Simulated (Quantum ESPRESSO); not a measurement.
# E(θ) between the sublattices of MnPt, part 2 of 2

Aim: the energy of MnPt as two sets of moments turn from parallel to opposed.

Quantum ESPRESSO 7.5; LDA; plane waves with GBRV 1.5 LDA potentials, no spin-orbit coupling.

So far, absolute magnetization (μB): step 2 (the collinear order that defines the sublattices) 7.55; step 3 (ferromagnetic, Kohn–Sham states 44, start moments [3.5, 3.5 …) 8.04.

## 4. Angle 0°, no penalty

The two sets tilt by half the angle to either side of z. A collinear state is stationary and needs no penalty.

pw.in reads:

```
&CONTROL
  calculation = 'scf'
  prefix = 'pwscf'
  outdir = './tmp'
  pseudo_dir = './pseudo'
  disk_io = 'nowf'
/
&SYSTEM
  ibrav = 0
  nat = 4
  ntyp = 2
  ecutwfc = 34
  ecutrho = 238
  nbnd = 82
  occupations = 'smearing'
  smearing = 'fd'
  degauss = 0.00734986
  noncolin = .true.
  starting_magnetization(1) = 0.238
  angle1(1) = 0
  angle2(1) = 0
  starting_magnetization(2) = 0
/
&ELECTRONS
  conv_thr = 4d-08
  electron_maxstep = 150
  mixing_beta = 0.3
/
ATOMIC_SPECIES
Mn     54.9380 mn_lda_v1.5.uspp.F.UPF
Pt    195.0840 pt_lda_v1.4.uspp.F.UPF
CELL_PARAMETERS angstrom
   5.6600000000    0.0000000000    0.0000000000
   2.8300000000    2.8300000000    0.0000000000
   0.0000000000    0.0000000000    3.6600000000
ATOMIC_POSITIONS crystal
Mn      0.0000000000    0.0000000000    0.0000000000
Mn      0.5000000000    0.0000000000    0.0000000000
Pt      0.0000000000    0.5000000000    0.5000000000
Pt      0.5000000000    0.5000000000    0.5000000000
K_POINTS automatic
3 6 6 0 0 0
```

Started as:

```sh
$ OMP_NUM_THREADS=1 mpirun -n 4 pw.x -nk 4 -in pw.in > pw.out
```

The log of the run:

```text
[banner, memory and clock lines left out]
Program PWSCF v.7.5 starts

     Found identity + ( -0.5000  0.0000  0.0000) symmetry
     This is a supercell, fractional translations are disabled
     Message from routine setup:
     using ibrav=0 with symmetry is DISCOURAGED, use correct ibrav instead

     bravais-lattice index     =            0
     lattice parameter (alat)  =      10.6958  a.u.
     unit-cell volume          =     395.6221 (a.u.)^3
     number of atoms/cell      =            4
     number of atomic types    =            2
     number of electrons       =        62.00
     number of Kohn-Sham states=           82
     kinetic-energy cutoff     =      34.0000  Ry
     charge density cutoff     =     238.0000  Ry
     scf convergence threshold =      4.0E-08
     mixing beta               =       0.3000
     number of iterations used =            8  plain     mixing
     Exchange-correlation=  SLA  PZ   NOGX NOGC
                           (   1   1   0   0   0   0   0)
     Noncollinear calculation without spin-orbit

     [... lines left out ...]
     PseudoPot. # 1 for Mn read from file:
     mn_lda_v1.5.uspp.F.UPF
     Pseudo is Ultrasoft + core correction, Zval = 15.0

     PseudoPot. # 2 for Pt read from file:
     pt_lda_v1.4.uspp.F.UPF
     Pseudo is Ultrasoft + core correction, Zval = 16.0

     atomic species   valence    mass     pseudopotential
     Mn               15.00    54.93800     Mn( 1.00)
     Pt               16.00   195.08400     Pt( 1.00)

     16 Sym. Ops., with inversion, found

   Cartesian axes

     site n.     atom                  positions (alat units)
         1        Mn     tau(   1) = (   0.0000000   0.0000000   0.0000000  )
         2        Mn     tau(   2) = (   0.5000000   0.0000000   0.0000000  )
         3        Pt     tau(   3) = (   0.2500000   0.2500000   0.3233216  )
         4        Pt     tau(   4) = (   0.7500000   0.2500000   0.3233216  )

     number of k points=    24  Fermi-Dirac smearing, width (Ry)=  0.0073

     Dense  grid:    24549 G-vectors     FFT dimensions: (  54,  40,  36)

     Smooth grid:    10541 G-vectors     FFT dimensions: (  40,  30,  25)

     Check: negative core charge=   -0.000022
     Generating pointlists ...
     new r_m :   0.1976 (alat units)  2.1138 (a.u.) for type    1
     new r_m :   0.1976 (alat units)  2.1138 (a.u.) for type    2

     Initial potential from superposition of free atoms

     starting charge      59.9998, renormalised to      62.0000

     negative rho (up, down):  3.627E-01 0.000E+00

     atom number    1 relative position :    0.0000   0.0000   0.0000
     charge :    13.829633  (integrated on a sphere of radius 0.198)
     magnetization :          0.000000    0.000000    3.241444
     magnetization/charge:    0.000000    0.000000    0.234384
     polar coord.: r, theta, phi [deg] :     3.241444    0.000000  360.000000

     atom number    2 relative position :    0.5000   0.0000   0.0000
     charge :    13.829633  (integrated on a sphere of radius 0.198)
     magnetization :          0.000000    0.000000    3.241444
     magnetization/charge:    0.000000    0.000000    0.234384
     polar coord.: r, theta, phi [deg] :     3.241444    0.000000  360.000000

     atom number    3 relative position :    0.2500   0.2500   0.3233
     charge :    14.535783  (integrated on a sphere of radius 0.198)
     magnetization :          0.000000    0.000000    0.061473
     magnetization/charge:    0.000000    0.000000    0.004229
     polar coord.: r, theta, phi [deg] :     0.061473    0.000000  360.000000

     atom number    4 relative position :    0.7500   0.2500   0.3233
     charge :    14.535783  (integrated on a sphere of radius 0.198)
     magnetization :          0.000000    0.000000    0.061473
     magnetization/charge:    0.000000    0.000000    0.004229
     polar coord.: r, theta, phi [deg] :     0.061473    0.000000  360.000000

     Starting wfcs are  100 randomized atomic wfcs

     Self-consistent Calculation

     iteration #  1     ecut=    34.00 Ry     beta= 0.30
     Davidson diagonalization with overlap
     ethr =  1.00E-02,  avg # of iterations =  2.0

     negative rho (up, down):  3.432E-01 0.000E+00

     total energy              =    -843.32246697 Ry
     estimated scf accuracy    <       4.77727056 Ry

     total magnetization       =     0.00     0.00     4.71 Bohr mag/cell
     absolute magnetization    =     5.06 Bohr mag/cell

     [... further iterations left out ...]

     iteration # 14     ecut=    34.00 Ry     beta= 0.30
     Davidson diagonalization with overlap
     ethr =  1.39E-10,  avg # of iterations =  2.5

     negative rho (up, down):  3.318E-01 0.000E+00

     atom number    1 relative position :    0.0000   0.0000   0.0000
     charge :    13.635097  (integrated on a sphere of radius 0.198)
     magnetization :          0.000000    0.000000    3.514256
     magnetization/charge:    0.000000    0.000000    0.257736
     polar coord.: r, theta, phi [deg] :     3.514256    0.000000  360.000000

     atom number    2 relative position :    0.5000   0.0000   0.0000
     charge :    13.635113  (integrated on a sphere of radius 0.198)
     magnetization :          0.000000   -0.000000    3.514281
     magnetization/charge:    0.000000   -0.000000    0.257738
     polar coord.: r, theta, phi [deg] :     3.514281    0.000000  360.000000

     atom number    3 relative position :    0.2500   0.2500   0.3233
     charge :    13.873209  (integrated on a sphere of radius 0.198)
     magnetization :          0.000000   -0.000000    0.350891
     magnetization/charge:    0.000000   -0.000000    0.025293
     polar coord.: r, theta, phi [deg] :     0.350891    0.000000  360.000000

     atom number    4 relative position :    0.7500   0.2500   0.3233
     charge :    13.873209  (integrated on a sphere of radius 0.198)
     magnetization :         -0.000000   -0.000000    0.350891
     magnetization/charge:   -0.000000   -0.000000    0.025293
     polar coord.: r, theta, phi [deg] :     0.350891    0.000000  360.000000

     End of self-consistent calculation

     [... lines left out ...]
     the Fermi energy is    18.5697 ev

!    total energy              =    -844.01109670 Ry
     estimated scf accuracy    <       0.00000001 Ry
     smearing contrib. (-TS)   =      -0.00942359 Ry
     internal energy E=F+TS    =    -844.00167311 Ry

     The total energy is F=E-TS. E is the sum of the following terms:
     one-electron contribution =    -238.93594254 Ry
     hartree contribution      =     161.57011324 Ry
     xc contribution           =    -166.15690514 Ry
     ewald contribution        =    -600.47893867 Ry

     total magnetization       =    -0.00     0.00     7.93 Bohr mag/cell
     absolute magnetization    =     8.04 Bohr mag/cell

     convergence has been achieved in  14 iterations
```

Elapsed: 42 s, on 4 MPI ranks of Arm Neoverse V1, shared host; peak memory 0.47 GiB; 2.8 min of CPU time.

Spin moment in the atom's sphere by atom:

```
atom  x (μB)  y (μB)  z (μB)  size
 Mn1    0.00    0.00    3.51  3.51
 Mn2    0.00    0.00    3.51  3.51
 Pt3    0.00    0.00    0.35  0.35
 Pt4    0.00    0.00    0.35  0.35
```

Read from the output:

- smearing term TS: 0.1282 eV
- magnetization: 0, 0, 7.933 μB
- absolute magnetization: 8.039 μB
- final state: ferromagnetic

## 5. Angle 45°, lambda 2 Ry

A penalty pulls the polar angle of each moment to the typed one; its size and its azimuth are free.

Changes to pw.in since step 4:

```diff
@@ -10,3 +10,3 @@
   nat = 4
-  ntyp = 2
+  ntyp = 3
   ecutwfc = 34
@@ -19,5 +19,12 @@
   starting_magnetization(1) = 0.238
-  angle1(1) = 0
+  angle1(1) = 22.501
   angle2(1) = 0
-  starting_magnetization(2) = 0
+  starting_magnetization(2) = 0.238
+  angle1(2) = 22.501
+  angle2(2) = 180
+  starting_magnetization(3) = 0.02
+  angle1(3) = 0
+  angle2(3) = 0
+  constrained_magnetization = 'atomic direction'
+  lambda = 2
 /
@@ -29,3 +36,4 @@
 ATOMIC_SPECIES
-Mn     54.9380 mn_lda_v1.5.uspp.F.UPF
+Mn1    54.9380 mn_lda_v1.5.uspp.F.UPF
+Mn2    54.9380 mn_lda_v1.5.uspp.F.UPF
 Pt    195.0840 pt_lda_v1.4.uspp.F.UPF
@@ -36,4 +44,4 @@
 ATOMIC_POSITIONS crystal
-Mn      0.0000000000    0.0000000000    0.0000000000
-Mn      0.5000000000    0.0000000000    0.0000000000
+Mn1     0.0000000000    0.0000000000    0.0000000000
+Mn2     0.5000000000    0.0000000000    0.0000000000
 Pt      0.0000000000    0.5000000000    0.5000000000
```

The log of the run:

```text
     [... lines left out ...]
Program PWSCF v.7.5 starts
     [... lines left out ...]
     number of atoms/cell      =            4
     [... lines left out ...]
     number of electrons       =        62.00
     number of Kohn-Sham states=           82
     kinetic-energy cutoff     =      34.0000  Ry
     charge density cutoff     =     238.0000  Ry
     scf convergence threshold =      4.0E-08
     [... lines left out ...]
     Noncollinear calculation without spin-orbit
     [... lines left out ...]
      4 Sym. Ops., with inversion, found
     [... lines left out ...]
     number of k points=    40  Fermi-Dirac smearing, width (Ry)=  0.0073
     [... lines left out ...]
     iteration # 14     ecut=    34.00 Ry     beta= 0.30
     [... lines left out ...]
     constraint energy (Ry) =      0.00067708
     atom number    1 relative position :    0.0000   0.0000   0.0000
     [... lines left out ...]
     magnetization :          1.459123    0.000000    3.220324
     [... lines left out ...]
     atom number    2 relative position :    0.5000   0.0000   0.0000
     [... lines left out ...]
     magnetization :         -1.459118   -0.000000    3.220314
     [... lines left out ...]
     atom number    3 relative position :    0.2500   0.2500   0.3233
     [... lines left out ...]
     magnetization :         -0.000001   -0.000000    0.329860
     [... lines left out ...]
     atom number    4 relative position :    0.7500   0.2500   0.3233
     [... lines left out ...]
     magnetization :         -0.000003    0.000000    0.329860
     [... lines left out ...]
     the Fermi energy is    18.5893 ev
!    total energy              =    -844.02089241 Ry
     estimated scf accuracy    <       0.00000002 Ry
     smearing contrib. (-TS)   =      -0.00783889 Ry
     [... lines left out ...]
     total magnetization       =     0.00    -0.00     7.30 Bohr mag/cell
     absolute magnetization    =     8.06 Bohr mag/cell
     [... lines left out ...]
     convergence has been achieved in  14 iterations
```

Elapsed: 70 s, on 4 MPI ranks; peak memory 0.53 GiB.

Spin moment in the atom's sphere by atom:

```
atom  x (μB)  y (μB)  z (μB)  size
 Mn1    1.46    0.00    3.22  3.54
 Mn2   -1.46    0.00    3.22  3.54
 Pt3    0.00    0.00    0.33  0.33
 Pt4    0.00    0.00    0.33  0.33
```

Numbers from this step:

* smearing term TS: 0.1067 eV
* magnetization: 0, 0, 7.296 μB
* absolute magnetization: 8.058 μB
* penalty energy: 9.212 meV
* final state: non-collinear

## 6. Angle 90°, lambda 2 Ry

Changes to pw.in since step 5:

```diff
@@ -19,8 +19,8 @@
   starting_magnetization(1) = 0.238
-  angle1(1) = 22.501
+  angle1(1) = 45
   angle2(1) = 0
   starting_magnetization(2) = 0.238
-  angle1(2) = 22.501
+  angle1(2) = 45
   angle2(2) = 180
-  starting_magnetization(3) = 0.02
+  starting_magnetization(3) = 0.0156
   angle1(3) = 0
```

The log of the run:

```text
     [... lines left out ...]
Program PWSCF v.7.5 starts
     [... lines left out ...]
     number of atoms/cell      =            4
     [... lines left out ...]
     number of electrons       =        62.00
     number of Kohn-Sham states=           82
     kinetic-energy cutoff     =      34.0000  Ry
     charge density cutoff     =     238.0000  Ry
     scf convergence threshold =      4.0E-08
     [... lines left out ...]
     Noncollinear calculation without spin-orbit
     [... lines left out ...]
      4 Sym. Ops., with inversion, found
     [... lines left out ...]
     number of k points=    40  Fermi-Dirac smearing, width (Ry)=  0.0073
     [... lines left out ...]
     iteration # 14     ecut=    34.00 Ry     beta= 0.30
     [... lines left out ...]
     constraint energy (Ry) =      0.00027962
     atom number    1 relative position :    0.0000   0.0000   0.0000
     [... lines left out ...]
     magnetization :          2.541088    0.000000    2.482103
     [... lines left out ...]
     atom number    2 relative position :    0.5000   0.0000   0.0000
     [... lines left out ...]
     magnetization :         -2.541166   -0.000000    2.482048
     [... lines left out ...]
     atom number    3 relative position :    0.2500   0.2500   0.3233
     [... lines left out ...]
     magnetization :          0.000005   -0.000000    0.265944
     [... lines left out ...]
     atom number    4 relative position :    0.7500   0.2500   0.3233
     [... lines left out ...]
     magnetization :         -0.000000    0.000000    0.265944
     [... lines left out ...]
     the Fermi energy is    18.6658 ev
!    total energy              =    -844.03890678 Ry
     estimated scf accuracy    <       0.00000002 Ry
     smearing contrib. (-TS)   =      -0.00509124 Ry
     [... lines left out ...]
     total magnetization       =    -0.00     0.00     5.65 Bohr mag/cell
     absolute magnetization    =     7.98 Bohr mag/cell
     [... lines left out ...]
     convergence has been achieved in  14 iterations
```

Wall time 67 s (4 MPI ranks); peak memory 0.53 GiB; 4.5 min of CPU time.

Read from the output:

* smearing term TS: 0.06927 eV
* magnetization: 0, 0, 5.646 μB
* absolute magnetization: 7.982 μB
* penalty energy: 3.804 meV
* final state: non-collinear
* largest moment: 3.552 μB

## 7. Angle 180°, no penalty

Changes to pw.in since step 6:

```diff
@@ -19,12 +19,8 @@
   starting_magnetization(1) = 0.238
-  angle1(1) = 45
+  angle1(1) = 90
   angle2(1) = 0
   starting_magnetization(2) = 0.238
-  angle1(2) = 45
+  angle1(2) = 90
   angle2(2) = 180
-  starting_magnetization(3) = 0.0156
-  angle1(3) = 0
-  angle2(3) = 0
-  constrained_magnetization = 'atomic direction'
-  lambda = 2
+  starting_magnetization(3) = 0
 /
```

The log of the run:

```text
     [... lines left out ...]
Program PWSCF v.7.5 starts
     [... lines left out ...]
     number of atoms/cell      =            4
     [... lines left out ...]
     number of electrons       =        62.00
     number of Kohn-Sham states=           82
     kinetic-energy cutoff     =      34.0000  Ry
     charge density cutoff     =     238.0000  Ry
     scf convergence threshold =      4.0E-08
     [... lines left out ...]
     Noncollinear calculation without spin-orbit
     [... lines left out ...]
      8 Sym. Ops., with inversion, found
     [... lines left out ...]
     number of k points=    32  Fermi-Dirac smearing, width (Ry)=  0.0073
     [... lines left out ...]
     iteration # 13     ecut=    34.00 Ry     beta= 0.30
     [... lines left out ...]
     atom number    1 relative position :    0.0000   0.0000   0.0000
     [... lines left out ...]
     magnetization :          3.573658   -0.000000   -0.000000
     [... lines left out ...]
     atom number    2 relative position :    0.5000   0.0000   0.0000
     [... lines left out ...]
     magnetization :         -3.573667    0.000000    0.000000
     [... lines left out ...]
     atom number    3 relative position :    0.2500   0.2500   0.3233
     [... lines left out ...]
     magnetization :          0.000009    0.000000   -0.000000
     [... lines left out ...]
     atom number    4 relative position :    0.7500   0.2500   0.3233
     [... lines left out ...]
     magnetization :          0.000000   -0.000000    0.000000
     [... lines left out ...]
     the Fermi energy is    18.9020 ev
!    total energy              =    -844.06004387 Ry
     estimated scf accuracy    <       0.00000002 Ry
     smearing contrib. (-TS)   =      -0.00223685 Ry
     [... lines left out ...]
     total magnetization       =     0.00    -0.00    -0.00 Bohr mag/cell
     absolute magnetization    =     7.55 Bohr mag/cell
     convergence has been achieved in  13 iterations
```

It took 51 s on 4 MPI ranks; peak memory 0.5 GiB; 3.4 min of CPU time.

Numbers from this step:

```
smearing term TS       : 0.03043 eV
magnetization          : 0, 0, 0 μB
absolute magnetization : 7.55 μB
final state            : antiferromagnetic
largest moment         : 3.574 μB
```

## 8. E(θ)

Not every run of the table is shown above.

Canting:

```
lambda (Ry)  typed angle (degrees)  final angle (degrees)  energy less that at the first angle (meV a seeded atom)  penalty energy, not in the total (meV a cell)  largest site moment (μB)  CPU time (s)
          -                      0                      0                                                        0                                              0                     3.514         169.3
          2                     45                  48.75                                                   -66.64                                          9.212                     3.535         277.9
          2                     90                  91.35                                                   -189.2                                          3.804                     3.552         268.4
          2                    135                  135.5                                                   -293.4                                         0.8944                     3.564         280.6
          -                    180                    180                                                     -333                                              0                     3.574         202.1
```

A fit to E = E0 − A cos θ − B cos² θ gives A = -166 meV and B = -18.5 meV a seeded atom.

## 9. What came out

- angle of lowest energy: 180°
- range of the energy: 333 meV a seeded atom
- range of the largest moment: 3.51 to 3.57 μB
- bilinear coefficient A: -166 meV
- biquadratic coefficient B: -18.5 meV

What this shows: The penalty holds the angles within 3.8° of the typed ones. A is negative, so opposed sublattices are favoured; B is 0.11 of it in size and favours perpendicular moments, a term beyond the Heisenberg model. The largest moment changes by 1.7 % over the angles. This holds for the two sublattices of this cell; other orders were not tried. Without spin–orbit coupling only the angle between the moments matters. The mesh is coarse, so differences of some ten meV can be noise where moments are itinerant. Energies are free energies at an electronic temperature of 1160 K, which lowers moments and differences where the moments are itinerant. The cutoff lies under the 40 Ry that these files are usually run at.

[Logs and program files are shortened in this print: banners, set-up blocks, solver, clock and traceback lines can be left out without a mark of their own.]

[Logs are printed without paths, hosts, clocks, repeated set-up lines and the standing remarks that a program may print on its own settings, such as how far it seeks lower states.]

[Hosts, paths, dates, database ids (printed as entryN), source tags and the programs' standing remarks are cut or masked in the printed files.]

[Where a cell is said to come from a database of computed structures, the database is the Materials Project.]
